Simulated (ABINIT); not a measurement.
## BN (P6_3/mmc): refractive index against wavelength

The refractive index of BN (P6_3/mmc) along x below the direct gap (4.55 eV on the mesh) is read from one computed spectrum, n = √(Re ε). x, y and z are the Cartesian axes of the input cell.

Cell: a, b, c = 2.498, 2.498, 6.636 Å (primitive vectors), 4 atoms.

Method: ABINIT 10.8.3, LDA, independent particles, k-mesh 15×15×5, Lorentzian half width 0.04 eV.

Launch of the response step: `optic optic.abi`. The run took 63 s, its band step included, on 4 threads of Intel(R) Xeon(R) Processor @ 2.70GHz (shared host).

| wavelength (nm) | photon energy E (eV) | n |
| --- | --- | --- |
| 1064 | 1.165 | 2.2319 |
| 850 | 1.459 | 2.2479 |
| 700 | 1.771 | 2.2699 |
| 633 | 1.959 | 2.2860 |
| 532 | 2.331 | 2.3257 |
| 450 | 2.755 | 2.3870 |
| 405 | 3.061 | ? |

In the single-oscillator model n² − 1 = E₀E_d/(E₀² − E²), so 1/(n² − 1) = E₀/E_d − E²/(E₀E_d) is linear in E².

Working, on the rows shown:

| x = E² (eV²) | y = 1/(n² − 1) |
| --- | --- |
| 1.35784 | 0.251169 |
| 2.12762 | 0.246728 |
| 3.13716 | 0.240822 |
| 3.83641 | 0.236642 |
| 5.43137 | 0.226815 |
| 7.59115 | 0.212867 |

Means: x̄ = 3.9136, ȳ = 0.23584. Σ(x − x̄)(y − ȳ) = -0.1607, Σ(x − x̄)² = 26.16. Slope = -0.1607 / 26.16 = -0.006145; intercept = ȳ − slope · x̄ = 0.25989. Turned back into n, the line misses the rows shown by at most 0.0017.

Problem. Predict the last column of the withheld row from the fit.

Solution. At x = 9.3718 the line gives y = 0.2023, that is 2.4379. The run gave 2.4462, so the extrapolation is off by 0.0083, 4 % of the range in the table.

Refitted with all rows, the slope is -0.006294 and the intercept 0.26035. These give E₀ = √(intercept/−slope) = 6.43 eV and E_d = E₀/intercept = 24.7 eV; E₀ is 1.4 times the direct gap. The electronic limit at long wavelengths, without lattice vibrations, is n = √(1 + 1/intercept) = 2.200. The cell comes from an older database entry, whose edges can be off by a per cent or so. Excitons are left out and so are local fields; LDA gaps are as a rule too small. The values come from a sum over the points of one k-mesh and carry its error, which grows as the direct gap shrinks.
